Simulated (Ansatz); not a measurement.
# Quasiparticle gap of Cs2LiScF6 (Fm-3m), part 2 of 2

How far does one-shot GW move the PBE gap of Cs2LiScF6 (Fm-3m)?

Ansatz 0.2.0; PBE, then G0W0 on it, plane waves, PAW. Known limits of the many-body steps: finite bands, screening cutoff and k mesh; no spin-orbit coupling in G0W0.

So far. Step 2 (Bands along the symmetry lines): Over mesh and path the gap is 6.670 eV, from k = (0.112, 0.112, 0.225) to k = Γ. The least direct gap found is 6.680 eV, at k = (0.075, 0.075, 0.150). On the 4×4×4 mesh alone the same run gives 6.688 eV, so that mesh misses an edge of PBE: 6.688 − 6.670 = +0.018 eV.

In doubt: masses and optical values from hybrid runs of this build are listed as unsure (in some of the runs), which bears on the screening that GW takes from such a start.

### 3. One-shot GW

G0W0 replaces the xc potential by a self-energy built once from the orbitals of the start. Levels are corrected in the window of bands that the input names, at points of the mesh.

This step: G0W0 on PBE, plane waves, PAW; PAW set soft_1.

input.yaml

```yaml
crystal:
  lattice:
    - [0.0, 4.3957373378, 4.3957373378]
    - [4.3957373378, 0.0, 4.3957373378]
    - [4.3957373378, 4.3957373378, 0.0]
  atoms:
    - { symbol: Cs, position: [0.75, 0.75, 0.75] }
    - { symbol: Cs, position: [0.25, 0.25, 0.25] }
    - { symbol: Li, position: [0.5, 0.5, 0.5] }
    - { symbol: Sc, position: [0.0, 0.0, 0.0] }
    - { symbol: F, position: [0.76533224, 0.23466776, 0.23466776] }
    - { symbol: F, position: [0.23466776, 0.23466776, 0.76533224] }
    - { symbol: F, position: [0.23466776, 0.76533224, 0.76533224] }
    - { symbol: F, position: [0.23466776, 0.76533224, 0.23466776] }
    - { symbol: F, position: [0.76533224, 0.23466776, 0.76533224] }
    - { symbol: F, position: [0.76533224, 0.76533224, 0.23466776] }
kpoints:
  mp_grid: { grid: [4, 4, 4] }
hamiltonian:
  xc: pbe
  pseudopotentials: { kind: paw, azcp: { folder: soft_1 } }
scf:
  occupations: { method: fixed }
gw:
  n_empty_bands: 931
  ecut_chi: 180.0
  qp_bands: [v3, c3]
  qp_kpoints: band_edges
  screening: { model: contour_deformation }
```

Launch:

```console
> ansatz run input.yaml --threads 2 --pin off --max-ram 92160MiB --backend cuda --events-out ev --progress --plain --runs-dir out --devices 1 --max-vram 13GiB
```

Numbers of over 12 decimals in the logs are rounded to 6 here.

The log of the run:

```text
GPUs: using 1 of 1 available (devices: 1).
[...]
GPU FFT provider: cuFFT
GPU libraries: cuBLAS 13.8.2, cuFFT 12.4.0, cuSOLVER 12.3.4
Crystal: 10 atoms, lattice volume = 169.873 Å³
Basis set: ecut = 420 eV, 3287 PW (Γ)
Bands: 47, of which v1, the nominal top of the filled ones, is band 37 counted from 1 (36 counted from 0)
Symmetry: 48 space group operations
[...]
k-points: 8 of 64
[...]
GPU buffer pool allocated for 91125 grid points (all kernels)
[...]
SCF iter   1: F=—  HF=-18555.697450 eV  |F-HF|=—  |Δ(HF+E_count)|=         —  Δρ=1.45e-1  dr2=3.57e1  ethr=3.10e-3  ⟨swp⟩=4.0  Hψ=1326  notcnv=0  defer=52
[...]
SCF iter  10: F=-18548.731536 eV  HF=-18548.731536 eV  |F-HF|=2.12e-9  |Δ(HF+E_count)|=   1.85e-8  Δρ=1.01e-6  dr2=1.55e-9  ethr=1.35e-10  ⟨swp⟩=9.4  Hψ=1397  notcnv=0
SCF 1 converged in 10 iterations: F = -18548.731536 eV  dr2 = 1.55e-9
[...]
NSCF: frozen V_eff on 8 k-points
the band table was solved once the SCF had ended and its energy, with any forces and stress, was formed, with the checks that follow a solve (1419 applications of the Hamiltonian). They found nothing against the state; the energy, forces and stress were not computed again (output.eigenvalues in the input reference)
[...]
G₀W₀ screening: q 1/8
[... further progress lines ...]
[...]
SCF converged after 10 iterations
Free energy (F): -18548.731536 eV
[...]
Internal energy: -18548.731536 eV  (E = F + TS)
E sigma→0 (E₀):  -18548.731536 eV
Fermi energy:    2.196175 eV
[...]
--- Band table (eV; the first three rows and the last of 8) ---
  k-point 0: bands = [... 33 lower, 2.1833, 2.1927, 2.1927, 2.1927, 8.8842, 8.8842, 8.8842, 9.8029, ... 6 higher]
  k-point 1: bands = [... 33 lower, 2.0868, 2.1387, 2.1930, 2.1930, 8.9136, 8.9136, 8.9175, 10.4738, ... 6 higher]
  k-point 2: bands = [... 33 lower, 2.1086, 2.1086, 2.1098, 2.1098, 8.9375, 8.9375, 8.9590, 10.7379, ... 6 higher]
  k-point 7: bands = [... 33 lower, 1.9228, 1.9585, 2.1220, 2.1220, 8.9684, 8.9684, 9.0138, 10.4555, ... 6 higher]
--- G₀W₀: contour deformation, 6 samples at zero and on the imaginary axis and 0 off it, 64 q-points, 931 empty bands' worth ---
  eigenvalues of the whole cell's RPA ε∞ on this k-mesh (on a slab, of 1 + 4πα/V) = 2.2996, 2.2996, 2.2996; static W/v taken at q = 0 is 0.434850
  bands read: the sum over 968 bands ends inside a degenerate multiplet in 1 slot, whose members it reads at an even weight; the widest, k=0: bands 968 to 970 (counted from 1) at 1/3 each
  gw.qp_kpoints: band_edges: 8 of 8 stored k-points solved, in 1 pass; an edge of the gap read off the rows below is read off those points alone
    ik  band        ε_KS         Σx   Σc(E_QP)       V_xc       Z   E_QP_lin       E_QP  E_QP is
     0    35      2.1927   -31.4526     5.8312   -23.6258  0.7642     0.1399     0.1971  root
     0    36      2.1927   -31.4526     5.8312   -23.6258  0.7642     0.1399     0.1971  root
     0    37      2.1927   -31.4526     5.8312   -23.6258  0.7642     0.1399     0.1971  root
     0    38      8.8842   -11.3518    -5.9105   -19.7394  0.7932    11.4449    11.3613  root
     0    39      8.8842   -11.3518    -5.9105   -19.7394  0.7932    11.4449    11.3613  root
     0    40      8.8842   -11.3518    -5.9105   -19.7394  0.7932    11.4449    11.3613  root
     1    35      2.1387   -31.3371     5.8300   -23.5021  0.7640     0.0755     0.1338  root
     1    36      2.1930   -30.9530     5.4940   -23.4701  0.7708     0.1503     0.2041  root
     1    37      2.1930   -30.9530     5.4940   -23.4701  0.7708     0.1503     0.2041  root
     1    38      8.9136   -11.4730    -5.9126   -19.8704  0.7924    11.4830    11.3984  root
     1    39      8.9136   -11.4730    -5.9126   -19.8704  0.7924    11.4830    11.3984  root
     1    40      8.9175   -11.4729    -5.9264   -19.8878  0.7922    11.4910    11.4059  root
     2    35      2.1086   -30.7892     5.5786   -23.2039  0.7683     0.0450     0.1019  root
     2    36      2.1098   -30.6188     5.3521   -23.2678  0.7733     0.0573     0.1109  root
     2    37      2.1098   -30.6188     5.3521   -23.2678  0.7733     0.0573     0.1109  root
     2    38      8.9375   -11.5463    -5.9129   -19.9483  0.7918    11.5118    11.4266  root
     2    39      8.9375   -11.5463    -5.9129   -19.9483  0.7918    11.5118    11.4266  root
     2    40      8.9590   -11.5976    -5.9859   -20.0955  0.7904    11.5595    11.4711  root
     3    35      2.1328   -30.8961     5.5334   -23.3628  0.7699     0.0776     0.1328  root
     3    36      2.1328   -30.8961     5.5334   -23.3628  0.7699     0.0776     0.1328  root
     3    37      2.1872   -31.4318     5.8288   -23.6063  0.7642     0.1332     0.1905  root
     3    38      8.9067   -11.3736    -5.9675   -19.8353  0.7921    11.4868    11.4009  root
     3    39      8.9434   -11.6446    -5.9160   -20.0566  0.7912    11.5254    11.4394  root
     3    40      8.9434   -11.6446    -5.9160   -20.0566  0.7912    11.5254    11.4394  root
     4    35      2.0459   -30.7298     5.5581   -23.1553  0.7690    -0.0278     0.0294  root
     4    36      2.0651   -30.6782     5.5470   -23.1162  0.7690    -0.0073     0.0501  root
     4    37      2.1725   -31.0329     5.6253   -23.4079  0.7679     0.1165     0.1727  root
     4    38      8.9390   -11.4891    -5.9865   -19.9816  0.7911    11.5326    11.4450  root
     4    39      8.9786   -11.7721    -5.9453   -20.2290  0.7899    11.5783    11.4901  root
     4    40      8.9838   -11.7730    -5.9669   -20.2573  0.7896    11.5903    11.5013  root
     5    35      2.0825   -31.0973     5.7739   -23.3085  0.7648     0.0086     0.0676  root
     5    36      2.0906   -30.9546     5.6850   -23.2574  0.7665     0.0202     0.0782  root
     5    37      2.1962   -30.8048     5.4326   -23.3808  0.7718     0.1510     0.2047  root
     5    38      8.9434   -11.5596    -5.9302   -19.9843  0.7915    11.5238    11.4378  root
     5    39      8.9552   -11.6606    -5.9496   -20.1165  0.7906    11.5489    11.4615  root
     5    40      8.9573   -11.6248    -5.9675   -20.1010  0.7905    11.5539    11.4661  root
     6    35      2.0472   -30.3053     5.3163   -22.9716  0.7731    -0.0263     0.0298  root
     6    36      2.0472   -30.3053     5.3163   -22.9716  0.7731    -0.0263     0.0298  root
     6    37      2.1818   -31.4110     5.8266   -23.5865  0.7642     0.1264     0.1839  root
     6    38      8.9293   -11.3908    -6.0271   -19.9293  0.7910    11.5290    11.4407  root
     6    39      9.0142   -11.9539    -5.9698   -20.4528  0.7884    11.6338    11.5433  root
     6    40      9.0142   -11.9539    -5.9698   -20.4528  0.7884    11.6338    11.5433  root
     7    35      1.9585   -30.6322     5.4669   -23.1479  0.7709    -0.1152    -0.0590  root
     7    36      2.1220   -30.9456     5.6449   -23.2912  0.7673     0.0550     0.1125  root
     7    37      2.1220   -30.9456     5.6449   -23.2912  0.7673     0.0550     0.1125  root
     7    38      8.9684   -11.6417    -5.9966   -20.1560  0.7899    11.5752    11.4861  root
     7    39      8.9684   -11.6417    -5.9966   -20.1560  0.7899    11.5752    11.4861  root
     7    40      9.0138   -11.9517    -5.9692   -20.4497  0.7884    11.6331    11.5426  root
```

Elapsed: 80 s, on 1 × NVIDIA H100 80GB HBM3 (shared by 6 runs) with 2 threads of AMD EPYC 7R13 (Zen 3), shared host; peak memory 2.5 GiB.

This step gave:

| Item | Value |
| --- | --- |
| bands summed | 968 |
| RPA ε∞ on this mesh (eigenvalues) | 2.300, 2.300, 2.300 |
| plane waves in the screening matrix | 941 |
| q-points in the mesh | 64 |
| G0W0 gap over the corrected points | 11.16 eV |
| k of the valence top | 0, 0.25, -0.25 |
| k of the conduction bottom | 0, 0, 0 |
| starting gap on the mesh | 6.688 eV |
| Z at the valence top | 0.7718 |
| Z at the conduction bottom | 0.7932 |
| least direct G0W0 gap over the corrected points | 11.16 eV |

Over all 8 irreducible mesh points the G0W0 gap is 11.157 eV, from k = (0.000, 0.250, -0.250) to k = Γ. The PBE gap of this run on the mesh is 6.688 eV. The two states that bound the G0W0 gap lie that far apart at the start, so the correction of the gap is 11.157 − 6.688 = +4.469 eV.

Labels follow the order of the start: v1 is the top filled band, c1 the lowest empty one; levels that stay degenerate share a row, the window can cut a multiplet, doubted levels are not marked in this list, bands outside the window were not corrected, and the list may be a part of the corrected levels. The levels before and after the correction (eV, zero at the valence-band top of each column):

|  | conduction bottom | valence top |
| --- | --- | --- |
| Kohn-Sham | 6.69 | 0.00 |
| G0W0 | 11.16 | 0.00 |

|  | level | occupation | energy (eV) |
| --- | --- | --- | --- |
| Kohn-Sham | Γ v3-v1 | 2 | -0.003 |
| Kohn-Sham | Γ c1-c3 | 0 | 6.688 |
| Kohn-Sham | (0 0.25 -0.25) v3 | 2 | -0.114 |
| Kohn-Sham | (0 0.25 -0.25) v2 | 2 | -0.106 |
| Kohn-Sham | (0 0.25 -0.25) v1 | 2 | 0.000 |
| Kohn-Sham | (0 0.25 -0.25) c1 | 0 | 6.747 |
| Kohn-Sham | (0 0.25 -0.25) c2 | 0 | 6.759 |
| Kohn-Sham | (0 0.25 -0.25) c3 | 0 | 6.761 |
| G0W0 | Γ v3-v1 | 2 | -0.008 |
| G0W0 | Γ c1-c3 | 0 | 11.157 |
| G0W0 | (0 0.25 -0.25) v3 | 2 | -0.137 |
| G0W0 | (0 0.25 -0.25) v2 | 2 | -0.126 |
| G0W0 | (0 0.25 -0.25) v1 | 2 | 0.000 |
| G0W0 | (0 0.25 -0.25) c1 | 0 | 11.233 |
| G0W0 | (0 0.25 -0.25) c2 | 0 | 11.257 |
| G0W0 | (0 0.25 -0.25) c3 | 0 | 11.261 |

The parts of the quasiparticle energy for the two states that bound the G0W0 gap, in eV on the run's own scale (QP = start + Σx + Σc − Vxc, with Σc at the quasiparticle energy):

| edge | k | band | start | Σx | Σc | Vxc | Z | QP |
| --- | --- | --- | --- | --- | --- | --- | --- | --- |
| valence top | (0.000, 0.250, -0.250) | 37 | 2.196 | −30.805 | 5.433 | −23.381 | 0.772 | 0.205 |
| conduction bottom | Γ | 38 | 8.884 | −11.352 | −5.910 | −19.739 | 0.793 | 11.361 |

### 4. Spin-orbit coupling

This run has two-component orbitals with spin-orbit coupling.

This step: DFT, PBE with spin-orbit coupling, plane waves, PAW; PAW set soft_1.

Changes to input.yaml since step 3:

```diff
@@ -18,12 +18,29 @@
   mp_grid: { grid: [4, 4, 4] }
+  band_path:
+    path:
+      - [0.0, 0.0, 0.0]
+      - [0.5, 0.0, 0.5]
+      - [0.625, 0.25, 0.625]
+      - [0.375, 0.375, 0.75]
+      - [0.5, 0.5, 0.5]
+      - [0.5, 0.25, 0.75]
+      - [0.1125, 0.1125, 0.225]
+      - [0.075, 0.075, 0.15]
+    npoints: 1
 hamiltonian:
   xc: pbe
-  pseudopotentials: { kind: paw, azcp: { folder: soft_1 } }
+  pseudopotentials: { kind: paw_fr, azcp: { folder: soft_1 } }
 scf:
   occupations: { method: fixed }
-gw:
-  n_empty_bands: 931
-  ecut_chi: 180.0
-  qp_bands: [v3, c3]
-  qp_kpoints: band_edges
-  screening: { model: contour_deformation }
+  n_extra_bands: 14
+magnetization:
+  noncollinear: true
+  spin_orbit: true
+output:
+  eigenvalues: true
+  forces: true
+  stress: true
+  write_density: true
+  write_potential: true
+  elf: true
+  volumetric_format: npy
```

The log of the run:

```text
[...]
GPUs: using 1 of 1 available (devices: 1).
[...]
non-collinear run that drives no moment, with spin-orbit: no starting moment large enough to seed its density (crystal.atoms[].spin), no starting occupations that ask for one, no magnetisation constraint and no magnetic field, so the semilocal B_xc is pinned to zero
[...]
GPU FFT provider: cuFFT
GPU libraries: cuBLAS 13.8.2, cuFFT 12.4.0, cuSOLVER 12.3.4
Crystal: 10 atoms, lattice volume = 169.873 Å³
Basis set: ecut = 420 eV, 3287 PW (Γ), exchange–correlation on 90×90×90 points (8 copies of the dense FFT grid, shifted against one another)
Bands: 88, of which v1, the nominal top of the filled ones, is band 74 counted from 1 (73 counted from 0)
Symmetry: 48 space group operations + 48 with time reversal
[...]
k-points: 8 of 64
Projection manifold: j_resolved (fully-relativistic pseudo-atomic orbitals)
[...]
GPU buffer pool allocated for 91125 grid points (all kernels)
[...]
SCF iter   1: F=—  HF=-18564.243918 eV  |F-HF|=—  |Δ(HF+E_count)|=         —  Δρ=1.46e-1  dr2=3.58e1  dr2_m=0.00e0 (ungated)  ethr=3.10e-3  |M|=0.00e0 ∫|m|=0.00e0 μB  |m|>n=0.0e0 m-floor=0.0e0 τ_xc=0.0e0  β_m=0.30  ⟨swp⟩=4.2  Hψ=1424  notcnv=0  defer=64
[...]
spin=Noncollinear: Resta preconditioning applied to the charge; magnetization (m_x, m_y, m_z) channels mix plain (no charge-response kernel on spin).
[...]
site 6: m = (+0.0000, +0.0000, +0.0000) μB, |m| = 0.0000 μB  (R = 0.85 Å)
  site 7: m = (+0.0000, +0.0000, +0.0000) μB, |m| = 0.0000 μB  (R = 0.85 Å)
  site 8: m = (+0.0000, +0.0000, +0.0000) μB, |m| = 0.0000 μB  (R = 0.85 Å)
  site 9: m = (+0.0000, +0.0000, +0.0000) μB, |m| = 0.0000 μB  (R = 0.85 Å)
Free energy (F): -18557.308886 eV
[...]
Internal energy: -18557.308886 eV  (E = F + TS)
E sigma→0 (E₀):  -18557.308886 eV
Fermi energy:    2.266763 eV
[...]
--- Forces (eV/Å), atoms counted from 1 ---
  atom   1  Cs    -0.00000000     0.00000000    -0.00000000
  atom   2  Cs    -0.00000000     0.00000000     0.00000000
  atom   3  Li     0.00000000     0.00000000     0.00000000
  atom   4  Sc     0.00000000    -0.00000000    -0.00000000
  atom   5  F     -0.04711448    -0.00000000     0.00000000
  atom   6  F      0.00000000     0.00000000    -0.04711448
  atom   7  F      0.04711448     0.00000000    -0.00000000
  atom   8  F      0.00000000    -0.04711448    -0.00000000
  atom   9  F     -0.00000000     0.04711448     0.00000000
  atom  10  F      0.00000000     0.00000000     0.04711448
  max |Σ_I F_I| component: 2.08e-17 eV/Å
--- Stress (GPa, compression-positive) ---
       -0.176537      -0.000000       0.000000
        0.000000      -0.176537       0.000000
        0.000000       0.000000      -0.176537
  P = ⅓ Tr σ = -0.1765 GPa (-1.765 kbar)
--- Band table (eV; the first three rows and the last of 8) ---
  k-point 0: bands = [... 70 lower, 2.2668, 2.2668, 2.2668, 2.2668, 8.8744, 8.8744, 8.8744, 8.8744, ... 10 higher]
  k-point 1: bands = [... 70 lower, 2.1598, 2.1598, 2.2627, 2.2627, 8.9040, 8.9040, 8.9058, 8.9058, ... 10 higher]
  k-point 2: bands = [... 70 lower, 2.1606, 2.1606, 2.1966, 2.1966, 8.9282, 8.9282, 8.9365, 8.9365, ... 10 higher]
  k-point 7: bands = [... 70 lower, 2.1282, 2.1282, 2.1358, 2.1358, 8.9584, 8.9584, 8.9713, 8.9713, ... 10 higher]
[key lines of the parts left out:]
SCF converged after 10 iterations
Magnetization: |M| = 0.0000 μB,  M = (+0.0000, +0.0000, +0.0000) μB
```

The job ended after 8.9 s (1 × NVIDIA H100 80GB HBM3 (shared by 6 runs) with 2 threads; peak memory 1.2 GiB; 10 s of CPU time).

This step gave:

| Property | Result |
| --- | --- |
| pressure | -0.1765 GPa |
| gap | 6.602 eV |
| valence top at | k = (0.075, 0.075, 0.150) |
| conduction bottom at | Γ |
| least direct gap | 6.608 eV |

Over mesh and listed points the gap is 6.602 eV, from k = (0.075, 0.075, 0.150) to k = Γ. The least direct gap found is 6.608 eV, at k = Γ. On the 4×4×4 mesh alone the same run gives 6.608 eV, so that mesh misses an edge of PBE+SOC: 6.608 − 6.602 = +0.006 eV. PBE+SOC against PBE: 6.602 − 6.670 = −0.068 eV. Mesh, set of files and cutoff are the same, but the valence top lies at another k point, so this need not be the shift of one pair of states. The spin-orbit run sees mesh and listed points alone, so its gap is an upper bound: the coupling can move an edge off these points, and the change over the zone, its sign included where it is small, is not known.

### 5. Side by side

Each gap is the least one over the points named; times are wall times on shared hosts, not benchmarks. A G0W0 time includes the run's own self-consistent start. Runs with listed points see these and the mesh alone, so an edge that moves elsewhere is missed. Rows marked * are further runs, not shown as steps, whose inputs differ from the G0W0 step on the same start in the columns given; solver thresholds can differ too. Rows marked ? have an edge level that the program doubts.

| level | mesh | files, cutoff | bands summed, screening | points | gap (eV) | valence top | conduction bottom | least direct gap (eV) | time |
| --- | --- | --- | --- | --- | --- | --- | --- | --- | --- |
| PBE | 4×4×4 | soft_1 PAW, 420 eV | - | mesh and path | 6.670 | (0.112, 0.112, 0.225) | Γ | 6.680 | 7.7 s |
| PBE+SOC | 4×4×4 | soft_1 PAW, 420 eV | - | mesh and listed points | 6.602 | (0.075, 0.075, 0.150) | Γ | 6.608 | 8.9 s |
| G0W0@PBE*? | 4×4×4 | soft_1 PAW, 420 eV | 190, 54 eV | all 8 irreducible mesh points | 11.689 | (0.000, 0.250, -0.250) | Γ | 11.734 | 22 s |
| G0W0@PBE* | 4×4×4 | soft_1 PAW, 420 eV | 469, 108 eV | all 8 irreducible mesh points | 11.196 | (0.000, 0.250, -0.250) | Γ | 11.214 | 36 s |
| G0W0@PBE | 4×4×4 | soft_1 PAW, 420 eV | 968, 180 eV | all 8 irreducible mesh points | 11.157 | (0.000, 0.250, -0.250) | Γ | 11.164 | 80 s |
| G0W0@PBE* | 2×2×2 | soft_1 PAW, 420 eV | 469, 108 eV | all 3 irreducible mesh points | 11.219 | Γ | Γ | 11.219 | 12 s |
| G0W0@PBE* | 4×4×4 | soft_1 PAW, 420 eV | 968, 180 eV, plasmon pole | all 8 irreducible mesh points | 11.292 | (0.000, 0.000, 0.250) | Γ | 11.305 | 2 min |

### 6. Results

* PBE gap over mesh and path: 6.670 eV, from k = (0.112, 0.112, 0.225) to k = Γ
* G0W0@PBE gap over all 8 irreducible mesh points: 11.157 eV, from k = (0.000, 0.250, -0.250) to k = Γ
* PBE+SOC gap over mesh and listed points: 6.602 eV
* GW settings: 4×4×4 mesh, 931 empty bands, screening to 180 eV, PAW set soft_1 files
* known limits: finite bands, screening cutoff and k mesh; no spin-orbit coupling in G0W0

**Reading.** Over all 8 irreducible mesh points the G0W0 gap is 11.157 eV, from k = (0.000, 0.250, -0.250) to k = Γ. The PBE gap of this run on the mesh is 6.688 eV. The two states that bound the G0W0 gap lie that far apart at the start, so the correction of the gap is 11.157 − 6.688 = +4.469 eV. The valence state moves by 0.205 − 2.196 = −1.991 eV and the conduction state by 11.361 − 8.884 = +2.477 eV, on the run's own scale; how far single levels stand from their limit in bands is not shown. Over mesh and path, PBE puts the valence top at k = (0.112, 0.112, 0.225), where no G0W0 correction was computed. The G0W0 gap over the whole zone is therefore not known from this run; at its settings it can only be equal to or under the 11.157 eV found, and no correction is carried over from another point. For the start itself the gap is 6.670 eV over mesh and path and 6.688 eV on the mesh of the G0W0 run. From 190 bands and 54 eV to 968 bands and 180 eV the gap moves by 11.157 − 11.689 = −0.532 eV (rung by rung 11.689, 11.196, 11.157 eV); bands and screening cutoff rise together, so their parts are not told apart. An edge row is in doubt in the run with 190 bands, so no limit is drawn and it is not known. With the 2×2×2 mesh in place of the 4×4×4 mesh and all else as in the G0W0@PBE row with 469 bands, the gap differs by 11.219 − 11.196 = +0.023 eV, and that of the start by 6.689 − 6.688 = +0.001 eV; an edge lies at another k point, so this need not be the shift of one pair of states. With the plasmon pole model in place of the contour deformation model and all else as in the G0W0@PBE row with 968 bands, the gap differs by 11.292 − 11.157 = +0.135 eV; an edge lies at another k point, so this need not be the shift of one pair of states. G0W0 on other starts in this series, not shown as steps and not all at these settings: 12.064 eV on HSE06 (4×4×4, soft_1 PAW, 968 bands, 180 eV) and 11.130 eV on LDA (4×4×4, soft_1 PAW, 968 bands, 180 eV). The program doubts an edge level of G0W0@LDA with 968 bands (4×4×4, soft_1 PAW). PBE+SOC against PBE: 6.602 − 6.670 = −0.068 eV. Mesh, set of files and cutoff are the same, but the valence top lies at another k point, so this need not be the shift of one pair of states. The spin-orbit run sees mesh and listed points alone, so its gap is an upper bound: the coupling can move an edge off these points, and the change over the zone, its sign included where it is small, is not known. What spin-orbit coupling does to the G0W0 levels was not computed, so no sum with the G0W0 gap is formed. The G0W0 runs are scalar-relativistic. G0W0@PBE runs of this series with other atomic data on the same mesh, not shown as steps, give 11.177 eV (hard PAW, 1050 eV, 1417 bands, screening to 234 eV); where bands and cutoffs differ too, the part of the files is not isolated.

[Paths, hosts, dates, memory and timing lines, banners, echoed tables and standing remarks are left out of the program output.]

[Logs are printed without paths, hosts, clocks, repeated set-up lines and the standing remarks that a program may print on its own settings, such as how far it seeks lower states.]

[Runs of the session that timed out or met a known fault of the program may be left out.]

[Cells called generated may have been cut or substituted from an entry of the Crystallography Open Database or the Materials Project.]

[Hosts, paths, dates, database ids (printed as entryN), source tags and the programs' standing remarks are cut or masked in the printed files.]

[Where an RPA ε∞ is given, it is that of the G0W0 mesh and is not shown converged in it. Names of k-points follow the symmetry that the program found, which can be lower than the space group named. Band edges on a path are those of the sampled points; other points can move an edge, and change direct to indirect where valleys lie close.]

[Hybrid gaps are those of their k-mesh and are not shown converged in it.]
